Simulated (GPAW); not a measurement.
## Dielectric function and optical constants of BN (Qingsongite)

Aim: the dielectric function of BN (Qingsongite), and the optical constants that follow from it.

Method: DFT, PBE, plane-wave PAW (GPAW data sets), scalar-relativistic, RPA, optical limit, in GPAW 26.7.0.

Report form: the programs' logs are mostly left out.

## (1) Starting point

Symmetry: F-43m, No. 216, cubic system. The conventional cell has a = 3.615 Å, b = 3.615 Å, c = 3.615 Å, α = 90.00°, β = 90.00°, γ = 90.00°. Nearest to N lie 4 B at 1.57 Å. Nearest to B lie 4 N at 1.57 Å. Farther neighbours and most contacts between anions are not listed.

## (2) Ground state

First the ground state: is it a metal or has it a gap?

This step: DFT, PBE, plane-wave PAW (GPAW data sets), scalar-relativistic, ground state (GPAW 26.7.0).

Input file gs.py:

```python
from ase import Atoms
from ase.dft.bandgap import bandgap
from gpaw import GPAW, PW, FermiDirac

atoms = Atoms(['N', 'B'],
              cell=[[0.000000000000, 1.807500000000, 1.807500000000],
                    [1.807500000000, 0.000000000000, 1.807500000000],
                    [1.807500000000, 1.807500000000, 0.000000000000]],
              scaled_positions=[[0.750000000000, 0.750000000000, 0.750000000000],
                                [0.000000000000, 0.000000000000, 0.000000000000]],
              pbc=[True, True, True])
atoms.calc = GPAW(mode=PW(500), xc='PBE', kpts={'size': (11, 11, 11), 'gamma': True},
                  occupations=FermiDirac(0.05), maxiter=150, txt='gs.txt')
print('energy (eV)', atoms.get_potential_energy())
print('Fermi level (eV)', atoms.calc.get_fermi_level())
print('valence electrons', atoms.calc.get_number_of_electrons())
print('gap (eV)', bandgap(atoms.calc, output=None)[0])
print('direct gap (eV)', bandgap(atoms.calc, direct=True, output=None)[0])
atoms.calc.write('gs.gpw')
```

The run is started by

```console
$ OMP_NUM_THREADS=1 python gs.py
```

Wall time 4.1 s (1 thread of Intel Xeon Platinum 8488C (Sapphire Rapids), shared host); peak memory 0.12 GiB.

This step gave:

```
energy                 : -16.89 eV
Fermi energy           : 12.34 eV
gap on the k-mesh      : 4.505 eV
direct gap on the mesh : 8.794 eV
electrons              : 8
```

There is a gap, 4.51 eV on this mesh (points off the mesh can give less), so no carriers' term is needed.

## (3) Bands for the response

At the fixed density, many empty bands are solved on the mesh of the response, since the spectrum sums over them.

This step: DFT, PBE, plane-wave PAW (GPAW data sets), scalar-relativistic, bands at fixed density (GPAW 26.7.0).

Input file nscf.py:

```python
from ase.dft.bandgap import bandgap
from gpaw import GPAW, FermiDirac

calc = GPAW('gs.gpw').fixed_density(kpts={'size': (16, 16, 16), 'gamma': True}, nbands=19, convergence={'bands': 13},
                                    occupations=FermiDirac(0.001), txt='nscf.txt')
print('gap (eV)', bandgap(calc, output=None)[0])
print('direct gap (eV)', bandgap(calc, direct=True, output=None)[0])
print('top band over the Fermi level (eV)', min(calc.get_eigenvalues(kpt=k)[12] for k in range(len(calc.get_ibz_k_points()))) - calc.get_fermi_level())
calc.write('full.gpw', mode='all')
```

The run is started by

```console
$ OMP_NUM_THREADS=1 python nscf.py
```

It took 10 s on 1 thread; peak memory 0.15 GiB.

Read-outs, printed or worked out from the files:

| Quantity | Value |
| --- | --- |
| gap on the k-mesh | 4.401 eV |

## (4) Dielectric function, RPA

Local fields let the induced charge screen the field inside the cell, which as a rule lowers ε, most along directions where the density is uneven.

This step: DFT, PBE, plane-wave PAW (GPAW data sets), scalar-relativistic, RPA, optical limit (GPAW 26.7.0).

Input file df.py:

```python
from gpaw.response.df import DielectricFunction

df = DielectricFunction('full.gpw', frequencies={'type': 'nonlinear', 'domega0': 0.03, 'omega2': 8},
                        ecut=50,
                        eta=0.15,
                        nbands=13,
                        txt='df.txt')
for direction in ['x']:
    df.get_dielectric_function(xc='RPA', direction=direction, filename=f'df_{direction}.csv')
```

The run is started by

```console
$ OMP_NUM_THREADS=1 python df.py
```

Wall time 2.8 s (1 thread); peak memory 0.2 GiB.

This step gave:

```
electronic dielectric constant ε∞, mean over x, y and z (by symmetry where fewer were run) : 4.525
main peak of Im epsilon, first axis                                                        : 11.91 eV
```

Some rows of df_x.csv (energy; Re and Im without local fields; Re and Im with them):

```text
0.000000, 4.703867, 0.000000, 4.524954, 0.000000
0.429336, 4.708331, 0.003126, 4.529103, 0.002905
0.878195, 4.722629, 0.006451, 4.542389, 0.005994
1.347938, 4.748422, 0.010061, 4.566352, 0.009347
1.840057, 4.787903, 0.014071, 4.603024, 0.013068
2.356191, 4.844017, 0.018643, 4.655124, 0.017305
2.898142, 4.920806, 0.024011, 4.726379, 0.022274
3.467895, 5.023962, 0.030529, 4.822031, 0.028296
4.067647, 5.161785, 0.038758, 4.949704, 0.035883
4.699832, 5.346898, 0.049647, 5.120964, 0.045898
5.367152, 5.599603, 0.064929, 5.354361, 0.059908
6.072622, 5.955157, 0.088126, 5.681994, 0.081094
6.819608, 6.482090, 0.127679, 6.165974, 0.117039
7.611886, 7.341209, 0.210527, 6.951134, 0.191775
8.453705, 9.105923, 0.521575, 8.548421, 0.468011
9.349861, 11.690020, 3.562178, 10.920238, 3.164553
10.305790, 9.368545, 8.215516, 8.912256, 7.481451
11.327680, 7.413097, 12.225873, 7.254927, 11.058850
12.422601, -2.685676, 13.139342, -1.635146, 12.449041
13.598673, -2.782797, 5.742030, -2.360158, 5.711906
```

Values under the direct gap are tails of Lorentzian lines. Im ε, E ∥ x against photon energy; read off at these points:

| photon energy (eV) | Im ε, E ∥ x |
| --- | --- |
| 0.0 | 0 |
| 0.5 | 0.00339 |
| 1.0 | 0.00685 |
| 1.5 | 0.0105 |
| 2.0 | 0.0143 |
| 2.5 | 0.0186 |
| 3.0 | 0.0233 |
| 3.5 | 0.0287 |
| 4.0 | 0.0349 |
| 4.5 | 0.0425 |
| 5.0 | 0.0517 |
| 5.5 | 0.0633 |
| 6.0 | 0.0785 |
| 6.5 | 0.0993 |
| 7.0 | 0.129 |
| 7.5 | 0.177 |
| 8.0 | 0.265 |
| 8.5 | 0.510 |
| 9.0 | 2.03 |
| 9.5 | 4.36 |
| 10.0 | 6.95 |
| 10.5 | 7.67 |
| 11.0 | 8.80 |
| 11.5 | 11.2 |
| 12.0 | 14.2 |
| 12.5 | 11.5 |
| 13.0 | 8.34 |
| 13.5 | 6.31 |

Re ε, E ∥ x against photon energy:

| photon energy (eV) | Re ε, E ∥ x |
| --- | --- |
| 0.0 | 4.53 |
| 0.5 | 4.53 |
| 1.0 | 4.55 |
| 1.5 | 4.58 |
| 2.0 | 4.62 |
| 2.5 | 4.67 |
| 3.0 | 4.74 |
| 3.5 | 4.83 |
| 4.0 | 4.93 |
| 4.5 | 5.06 |
| 5.0 | 5.22 |
| 5.5 | 5.41 |
| 6.0 | 5.64 |
| 6.5 | 5.94 |
| 7.0 | 6.31 |
| 7.5 | 6.81 |
| 8.0 | 7.53 |
| 8.5 | 8.69 |
| 9.0 | 10.3 |
| 9.5 | 11.4 |
| 10.0 | 10.2 |
| 10.5 | 8.87 |
| 11.0 | 8.64 |
| 11.5 | 7.10 |
| 12.0 | 2.47 |
| 12.5 | -2.03 |
| 13.0 | -2.63 |
| 13.5 | -2.49 |

The refractive index n and extinction k by photon energy:

| photon energy (eV) | n | k |
| --- | --- | --- |
| 0.0 | 2.13 | 0 |
| 0.5 | 2.13 | 8.0e-4 |
| 1.0 | 2.13 | 0.00161 |
| 1.5 | 2.14 | 0.00245 |
| 2.0 | 2.15 | 0.00334 |
| 2.5 | 2.16 | 0.00429 |
| 3.0 | 2.18 | 0.00535 |
| 3.5 | 2.20 | 0.00652 |
| 4.0 | 2.22 | 0.00787 |
| 4.5 | 2.25 | 0.00943 |
| 5.0 | 2.28 | 0.0113 |
| 5.5 | 2.33 | 0.0136 |
| 6.0 | 2.38 | 0.0165 |
| 6.5 | 2.44 | 0.0204 |
| 7.0 | 2.51 | 0.0257 |
| 7.5 | 2.61 | 0.0339 |
| 8.0 | 2.74 | 0.0484 |
| 8.5 | 2.95 | 0.0865 |
| 9.0 | 3.22 | 0.315 |
| 9.5 | 3.43 | 0.635 |
| 10.0 | 3.36 | 1.04 |
| 10.5 | 3.21 | 1.20 |
| 11.0 | 3.24 | 1.36 |
| 11.5 | 3.19 | 1.75 |
| 12.0 | 2.90 | 2.44 |
| 12.5 | 2.20 | 2.62 |
| 13.0 | 1.75 | 2.39 |
| 13.5 | 1.46 | 2.15 |

Values under the direct gap are tails of Lorentzian lines. Table of Im ε, E ∥ x by photon energy; read off at these points:

| photon energy (eV) | without local fields | with local fields |
| --- | --- | --- |
| 0.00 | 0 | 0 |
| 0.50 | 0.00364 | 0.00339 |
| 1.00 | 0.00737 | 0.00685 |
| 1.50 | 0.0113 | 0.0105 |
| 2.00 | 0.0154 | 0.0143 |
| 2.50 | 0.0200 | 0.0186 |
| 3.00 | 0.0251 | 0.0233 |
| 3.50 | 0.0309 | 0.0287 |
| 4.00 | 0.0377 | 0.0349 |
| 4.50 | 0.0459 | 0.0425 |
| 5.00 | 0.0559 | 0.0517 |
| 5.50 | 0.0686 | 0.0633 |
| 6.00 | 0.0853 | 0.0785 |
| 6.50 | 0.108 | 0.0993 |
| 7.00 | 0.141 | 0.129 |
| 7.50 | 0.194 | 0.177 |
| 8.00 | 0.293 | 0.265 |
| 8.50 | 0.570 | 0.510 |
| 9.00 | 2.30 | 2.03 |
| 9.50 | 4.92 | 4.36 |
| 10.00 | 7.73 | 6.95 |
| 10.50 | 8.48 | 7.67 |
| 11.00 | 9.72 | 8.80 |
| 11.50 | 12.3 | 11.2 |
| 11.87 | 15.8 | 14.4 |
| 12.00 | 15.5 | 14.2 |
| 12.50 | 12.1 | 11.5 |
| 13.00 | 8.64 | 8.34 |
| 13.50 | 6.38 | 6.31 |

Table of reflectivity at normal incidence, E ∥ x by photon energy; read off at these points:

| photon energy (eV) | reflectivity at normal incidence, E ∥ x (%) |
| --- | --- |
| 0.00 | 13.0 |
| 0.50 | 13.0 |
| 1.00 | 13.1 |
| 1.50 | 13.2 |
| 2.00 | 13.3 |
| 2.50 | 13.5 |
| 3.00 | 13.7 |
| 3.50 | 14.0 |
| 4.00 | 14.4 |
| 4.50 | 14.8 |
| 5.00 | 15.3 |
| 5.50 | 15.9 |
| 6.00 | 16.6 |
| 6.50 | 17.5 |
| 7.00 | 18.6 |
| 7.50 | 19.9 |
| 8.00 | 21.7 |
| 8.50 | 24.4 |
| 9.00 | 28.1 |
| 9.50 | 31.5 |
| 10.00 | 33.0 |
| 10.50 | 33.0 |
| 11.00 | 34.6 |
| 11.50 | 38.1 |
| 12.00 | 45.2 |
| 12.42 | 48.7 |
| 12.50 | 48.6 |
| 13.00 | 47.2 |
| 13.50 | 45.3 |

Optical constants at common wavelengths, from n + ik = √ε:

| wavelength (nm) | n | k | R (%) | 1/α |
| --- | --- | --- | --- | --- |
| 1064 | 2.13 | 0.002 | 13.1 | 45 µm |
| 800 | 2.14 | 0.003 | 13.2 | 25 µm |
| 532 | 2.16 | 0.004 | 13.4 | 11 µm |
| 450 | 2.17 | 0.005 | 13.6 | 7.4 µm |
| 365 | 2.19 | 0.006 | 14.0 | 4.6 µm |
| 308 | 2.22 | 0.008 | 14.4 | 3.1 µm |
| 248 | 2.28 | 0.011 | 15.3 | 1.7 µm |

Below the direct gap, k and the depth come from the tails of the Lorentzian lines, not from transitions.

## (5) Results

```json
{
  "electronic dielectric constant ε∞, mean over x, y and z (by symmetry where fewer were run) (RPA)": "4.53",
  "main peak of Im epsilon, first axis": "11.9 eV"
}
```

**Reading.** At this level (PBE, RPA) BN has ε∞ = 4.53 and n = 2.13 at 1550 nm, and Im ε peaks at 11.9 eV. On the mesh the gap is 4.40 eV and the least direct gap 8.79 eV, so on this mesh the band edges lie at different points. Local fields change the static value along x from 4.70 to 4.53 (-4 %). Excitons and phonon-assisted transitions are missing; PBE gaps are as a rule too small, which pulls the onset down and ε∞ up. The sum runs over mesh points, so small or evenly spaced maxima can still be ripples of the mesh.

[Machine, clock and banner lines and Python warnings are left out of the logs.]

[Logs are printed without paths, hosts, clocks, repeated set-up lines and the standing remarks that a program may print on its own settings, such as how far it seeks lower states.]

[Hosts, paths, dates, database ids (printed as entryN), source tags and the programs' standing remarks are cut or masked in the printed files.]
